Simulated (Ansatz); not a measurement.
# (InP)1(CuI)2 [001] superlattice, started as zinc blende: phonons and vibrational spectra

Wanted: phonon frequencies of (InP)1(CuI)2 [001] superlattice, started as zinc blende and what follows from them.

Program: Ansatz 0.2.0. Level of theory: DFT PBEsol, scalar-relativistic, plane waves, PAW. Results are calculated unless marked as measured.

Report form: the programs' logs are mostly left out.

The structure was built from a prototype and need not be the compound's stable phase.

In doubt: the program warns that the response may not be converged on this k-mesh (step 6), which bears on the force constants and all frequencies.

## (1) Starting point

The structure is orthorhombic, space group Imm2 (No. 44). The conventional cell has a = 4.236 Å, b = 4.236 Å, c = 17.970 Å, α = 90.00°, β = 90.00°, γ = 90.00°. Nearest to Cu lie 2 P at 2.59 Å and 2 I at 2.59 Å. Nearest to Cu lie 4 I at 2.59 Å. Nearest to I lie 4 Cu at 2.59 Å. I has 2 Cu at 2.59 Å and 2 In at 2.59 Å nearest. Nearest to In lie 2 I at 2.59 Å and 2 P at 2.59 Å. Nearest to P lie 2 Cu at 2.59 Å and 2 In at 2.59 Å. Farther neighbours and most contacts between anions are not listed.

## (2) Rough relaxation

A rough relaxation comes first, because large forces or stress need no tight tolerances yet.

input.yaml

```yaml
crystal:
  lattice:
    - [2.995, 2.995, 0.0]
    - [-2.995, 2.995, 0.0]
    - [2.995, 0.0, 8.985]
  atoms:
    - { symbol: Cu, position: [0.333333, 0.666667, 0.333333] }
    - { symbol: Cu, position: [0.666667, 0.333333, 0.666667] }
    - { symbol: I, position: [0.75, 0.75, 0.5] }
    - { symbol: I, position: [0.083333, 0.416667, 0.833333] }
    - { symbol: In, position: [0.0, 0.0, 0.0] }
    - { symbol: P, position: [0.416667, 0.083333, 0.166667] }
kpoints:
  mp_grid: { grid: [6, 6, 6] }
hamiltonian:
  xc: pbesol
scf:
  occupations: { method: gaussian, width: 0.1 }
output:
  forces: true
  stress: true
  eigenvalues: true
relax:
  adjacent_minimum: "off"
  f_tol: 0.05
  max_steps: 80
  cell: { stress_tol: 0.5 }
```

Run with:

```sh
> ansatz run input.yaml --threads 8 --pin off --max-ram 14336MiB --backend cpu --events-out ev --progress --plain --runs-dir out
```

Run time: 17 s. Hardware: 8 threads of AMD EPYC 9R45, shared host; peak memory 0.95 GiB; 2.2 min of CPU time.

The steps of the relaxation:

```csv
step,energy less that of the first step (eV),largest force component (eV/Å),pressure (GPa),volume (Å³)
1,0.0000,4.3476,0.86,161.19
2,-1.0324,1.9095,-0.77,161.93
3,-1.6160,0.8177,-0.09,157.86
4,-1.7477,0.2783,1.53,155.06
5,-1.7978,0.1256,-0.12,158.88
6,-1.8015,0.0732,-0.02,158.84
7,-1.8025,0.0074,0.00,158.83
8*,-1.8019,0.0074,0.00,158.83
```

Relaxation steps marked * repeat the geometry before them on a plane-wave basis chosen anew for their cell, so energy and pressure can jump there.

The run keeps the 4 symmetry operations that it works with, so distortions that break them were not tested.

```csv
"conventional cell, symmetrised",before,after,change
a (Å),4.236,4.192,-1.0 %
b (Å),4.236,4.196,-0.9 %
c (Å),17.970,18.060,+0.5 %
volume (Å³/atom),26.87,26.47,-1.5 %
```

The atoms that moved most (Å, as changes of fractional coordinates times the final cell):

```csv
atom,dx,dy,dz,length
In5,0.000,0.000,0.524,0.524
Cu1,0.000,0.000,-0.400,0.400
P6,0.000,0.000,0.328,0.328
Cu2,0.000,0.000,-0.187,0.187
I4,0.000,0.000,-0.155,0.155
I3,0.000,0.000,-0.109,0.109
```

Numbers from this step:

```yaml
pressure: -0.002723 GPa
volume_per_atom: 26.47 Å³
gap_on_the_k_mesh: 0.4730 eV
direct_gap_on_mesh: 0.4730 eV
```

In this step the volume went from 26.87 to 26.47 Å³/atom.

## (3) Relaxation

Harmonic phonons are second derivatives at a point where the forces vanish, and they are wanted at zero stress, so atoms and cell are relaxed first.

input.yaml

```yaml
crystal:
  lattice:
    - [2.9667058451, 2.9667058451, 0.0]
    - [-2.9643942735, 2.9643942735, 0.0]
    - [2.9655500593, 0.0011557858, 9.0298363199]
  atoms:
    - { symbol: Cu, position: [0.3554833769, 0.6445166231, 0.2890332461] }
    - { symbol: Cu, position: [0.6770381292, 0.3229618708, 0.6459237416] }
    - { symbol: I, position: [0.7560572675, 0.7439427325, 0.4878854649] }
    - { symbol: I, position: [0.091916879, 0.408083121, 0.8161662421] }
    - { symbol: In, position: [-0.0289965975, 0.0289965975, 0.057993195] }
    - { symbol: P, position: [0.3985009449, 0.1014990551, 0.2029981102] }
kpoints:
  mp_grid: { grid: [8, 8, 8] }
hamiltonian:
  xc: pbesol
scf:
  occupations: { method: gaussian, width: 0.02 }
output:
  forces: true
  stress: true
  eigenvalues: true
relax:
  adjacent_minimum: "off"
  f_tol: 0.005
  max_steps: 80
  cell: { stress_tol: 0.05 }
```

The job ended after 15 s (8 threads; peak memory 1.2 GiB).

Little changed from the start: no atom moved by 0.005 Å and no cell edge by 0.1 %.

Numbers from this step:

* pressure: -2.31e-4 GPa
* gap on the k-mesh: 0.4732 eV
* volume per atom: 26.46 Å³
* direct gap on mesh: 0.4732 eV

In this step the volume went from 26.47 to 26.46 Å³/atom.

## (4) Tight relaxation

Phonons need a cell at rest on their own settings, so the relaxation is repeated with tight tolerances on forces and stress on the k mesh and occupations of the first response run.

input.yaml

```yaml
crystal:
  lattice:
    - [2.9659013242, 2.9659013242, 0.0]
    - [-2.9640570463, 2.9640570463, 0.0]
    - [2.9649791853, 0.0009221389, 9.0304446073]
  atoms:
    - { symbol: Cu, position: [0.3554035584, 0.6445964416, 0.2891928832] }
    - { symbol: Cu, position: [0.6770746252, 0.3229253748, 0.6458507496] }
    - { symbol: I, position: [0.7561287881, 0.7438712119, 0.4877424238] }
    - { symbol: I, position: [0.0919592211, 0.4080407789, 0.8160815578] }
    - { symbol: In, position: [-0.029004984, 0.029004984, 0.0580099681] }
    - { symbol: P, position: [0.3984387913, 0.1015612087, 0.2031224174] }
kpoints:
  mp_grid: { grid: [8, 8, 8] }
hamiltonian:
  xc: pbesol
scf:
  occupations: { method: fixed }
output:
  forces: true
  stress: true
  eigenvalues: true
relax:
  adjacent_minimum: "off"
  f_tol: 0.001
  max_steps: 60
  cell: { stress_tol: 0.01 }
```

Elapsed: 15 s, on 8 threads; peak memory 1.2 GiB.

Little changed from the start: no atom moved by 0.005 Å and no cell edge by 0.1 %.

This step gave:

```
pressure           : 0.001497 GPa
gap on the k-mesh  : 0.4722 eV
direct gap on mesh : 0.4722 eV
```

The largest force component left is 0.49 meV/Å and the pressure is 0.001 GPa, within the tolerances set. The cell now holds 26.46 Å³/atom.

## (5) Linear response at the zone centre

The zone centre is the only wavevector solved here; it holds the modes that light can see, as far as symmetry allows. The response to a homogeneous field gives the Born charges and the dielectric tensor, and its change with displacement the Raman tensors.

input.yaml

```yaml
crystal:
  lattice:
    - [2.9658989374, 2.9658989374, 0.0]
    - [-2.9637813278, 2.9637813278, 0.0]
    - [2.9648401326, 0.0010588048, 9.030829004]
  atoms:
    - { symbol: Cu, position: [0.3553785664, 0.6446214336, 0.2892428673] }
    - { symbol: Cu, position: [0.6770528862, 0.3229471138, 0.6458942276] }
    - { symbol: I, position: [0.7561361038, 0.7438638962, 0.4877277925] }
    - { symbol: I, position: [0.0919690479, 0.4080309521, 0.8160619043] }
    - { symbol: In, position: [-0.0289984323, 0.0289984323, 0.0579968646] }
    - { symbol: P, position: [0.3984618282, 0.1015381718, 0.2030763437] }
kpoints:
  mp_grid: { grid: [8, 8, 8] }
hamiltonian:
  xc: pbesol
scf:
  occupations: { method: fixed }
output:
  eigenvalues: true
phonons:
  method: dfpt
  dielectric: true
  rigid_motions: translations
  raman: true
```

It took 5.8 min on 8 threads; peak memory 8.9 GiB.

The run ended with an error after its SCF cycle had converged; no result of it is taken.

The program's message: “memory limit exceeded: the `dfpt response` phase needs 14.29 GiB against the run's memory maximum of 14.00 GiB; largest carriers: field second order 5.69 GiB, field directions in a basis 3.53 GiB, scf …”

## (6) Zone-centre response

The zone centre is the only wavevector solved here; it holds the modes that light can see, as far as symmetry allows. The response to a homogeneous field gives the Born charges and the dielectric tensor.

input.yaml: that of step 5 with these lines changed.

```diff
@@ -24,2 +24 @@
   rigid_motions: translations
-  raman: true
```

The job ended after 5.5 min (8 threads; peak memory 8.9 GiB).

This step gave:

* sum-rule residual before enforcement: 3.48e-4 eV/Å²
* miss of the charge sum rule: 0.01028 e
* estimated error of the dielectric tensor: 0.05973
* estimated error of the Born charges: 0.03244 e
* point group: mm2
* highest optical mode at the zone centre (no LO-TO term): 361.7 cm⁻¹
* lowest optical zone-centre mode: 36.05 cm⁻¹
* mean high-frequency dielectric constant: 10.63
* largest Born charge (third of the trace): 2.582 e
* mean static dielectric constant: 14.61
* top of the zone-centre spectrum with the field: 367.4 cm⁻¹

Without the LO-TO term. Patterns of degenerate modes are one choice out of their space. Modes at Γ, with each element's share of the kinetic energy:

```csv
mode,frequency (cm⁻¹),symmetry,Cu %,I %,In %,P %
1,0.0,acoustic,24,48,22,6
2,0.0,acoustic,24,48,22,6
3,0.0,acoustic,24,48,22,6
4,36.0,B2,43,39,15,4
5,40.1,B1,19,28,50,3
6,52.9,B1,63,15,1,21
7,57.2,B2,33,14,45,8
8,82.1,B2,43,56,1,0
9,84.7,B1,3,69,27,1
10,92.2,A1,50,27,19,5
11,107.8,A1,26,63,11,0
12,127.7,B2,57,43,0,0
13,140.3,A1,28,32,37,3
14,142.8,A1,70,29,1,0
15,173.5,B1,61,39,0,0
16,272.5,A1,2,1,11,86
17,356.5,B1,30,0,0,70
18,361.7,B2,0,0,18,82
```

Displacements in mode 4 (36.0 cm⁻¹), the largest set to 1:
```
Cu1 -0.71 -0.71  0.00
Cu2  1.00  1.00  0.00
I3  -0.30 -0.30  0.00
I4   0.76  0.76  0.00
In5 -0.53 -0.53  0.00
P6  -0.50 -0.50  0.00
```

Displacements in mode 5 (40.1 cm⁻¹), the largest set to 1:
```
Cu1  0.44 -0.44  0.00
Cu2  0.70 -0.70  0.00
I3   0.61 -0.61  0.00
I4  -0.38  0.38  0.00
In5 -1.00  1.00  0.00
P6   0.43 -0.43  0.00
```

Before it was imposed, the acoustic sum rule was missed by 3.5e-4 eV/Å² and the charge sum rule by 0.010 e. Small misses are needed for a sound result but don't prove that mesh and cutoff are converged. The lowest optical mode is real, 36.0 cm⁻¹.

The log warns of the k mesh: “the force constants stand on the 8×8×8 k-mesh, whose period is 9.34 times the interband length at k = (0.0000, 0.0000, 0.0000), direct gap 0.472 eV, under 14: take them and everything formed from them as unconverged”.

## (7) Isotope substitution, element Cu, natural mass 63.546 amu

An isotope changes the mass and not the force constants, so no new electronic calculation is needed; the shifts show which modes move this element.

The same force constants with the mass of Cu changed from 63.546 to 64.928 u (phonopy, no LO-TO term). Both lists are sorted by frequency; levels can cross, so a row need not hold one and the same mode. Modes under 3 cm⁻¹ are left out. Isotope shifts, by row:

```csv
q,rank,natural mass (cm⁻¹),changed mass (cm⁻¹)
0 0 0,4,36.05,35.88
0 0 0,5,40.09,40.01
0 0 0,6,52.87,52.52
0 0 0,7,57.23,57.03
0 0 0,8,82.07,81.7
0 0 0,9,84.66,84.63
0 0 0,10,92.15,91.65
0 0 0,11,107.8,107.5
0 0 0,12,127.7,126.9
0 0 0,13,140.3,139.9
0 0 0,14,142.8,141.7
0 0 0,15,173.5,172.4
0 0 0,16,272.5,272.5
0 0 0,17,356.5,355.3
0 0 0,18,361.7,361.7
```

A mode of this element alone would shift by -1.07 %. The highest zone-centre frequency without the field goes from 361.7 to 361.7 cm⁻¹ (+0.0 %). The product of the frequency ratios over all optical modes at Γ is 0.945; the product rule, (m/m′)^(3k/2) (M′/M)^(3/2) with k = 2 such atoms and M the mass of the cell, gives 0.945.

## (8) Another isotope, element In, natural mass 114.818 amu

The same for In, from 114.82 to 112.90 u.

The same force constants with the mass of In changed from 114.818 to 112.904 u (phonopy, no LO-TO term). Both lists are sorted by frequency; levels can cross, so a row need not hold one and the same mode. Modes under 3 cm⁻¹ are left out. Isotope shifts, by row:

```csv
q,rank,natural mass (cm⁻¹),changed mass (cm⁻¹)
0 0 0,4,36.05,36.1
0 0 0,5,40.09,40.26
0 0 0,6,52.87,52.88
0 0 0,7,57.23,57.45
0 0 0,8,82.07,82.08
0 0 0,9,84.66,84.85
0 0 0,10,92.15,92.29
0 0 0,11,107.8,107.9
0 0 0,12,127.7,127.7
0 0 0,13,140.3,140.7
0 0 0,14,142.8,142.8
0 0 0,15,173.5,173.5
0 0 0,16,272.5,272.8
0 0 0,17,356.5,356.5
0 0 0,18,361.7,362.2
```

A mode of this element alone would shift by +0.84 %. The highest zone-centre frequency without the field goes from 361.7 to 362.2 cm⁻¹ (+0.1 %). The product of the frequency ratios over all optical modes at Γ is 1.020; the product rule, (m/m′)^(3k/2) (M′/M)^(3/2) with k = 1 such atoms and M the mass of the cell, gives 1.020.

## (9) What came out

```
space group after relaxation (within 0.01 Å)            : Imm2
volume per atom                                         : 26.5 Å³
gap on the k-mesh                                       : 0.472 eV
highest optical mode at the zone centre (no LO-TO term) : 362 cm⁻¹
top of the zone-centre spectrum with the field          : 367 cm⁻¹
lowest optical zone-centre mode                         : 36.0 cm⁻¹
mean high-frequency dielectric constant                 : 10.6
mean static dielectric constant                         : 14.6
largest Born charge (third of the trace)                : 2.58 e
imaginary modes at Γ (the only wavevector solved)       : none
```

In words: The structure is stable against zone-centre distortions, since no mode there is imaginary; other wavevectors were not solved, so zone-boundary instabilities are untested. Without the field, the optical modes at Γ span 36 to 362 cm⁻¹. No dispersion was computed. The highest mode in this list at Γ, 361.7 cm⁻¹, is mostly motion of P (82 % of the kinetic energy). With the macroscopic field of the longitudinal modes the top of the zone-centre spectrum lies at 367 cm⁻¹, against 362 cm⁻¹ without it. Lattice motion raises the mean dielectric constant from 10.63 to 14.61. The strongest infrared line is at 362 cm⁻¹. With the field response the log warns that the k mesh is coarse for the force constants too, so the frequencies may not be converged. Spin-orbit coupling is left out, which can matter for the heavy elements here. The starting cell was built on a prototype and not taken from a measurement, so the phase need not exist. These are harmonic frequencies at zero temperature: anharmonic shifts, linewidths and thermal expansion are left out.

[Logs are printed without paths, hosts, clocks, repeated set-up lines and the standing remarks that a program may print on its own settings, such as how far it seeks lower states.]

[Hosts, paths, dates, database ids (printed as entryN), source tags and the programs' standing remarks are cut or masked in the printed files.]
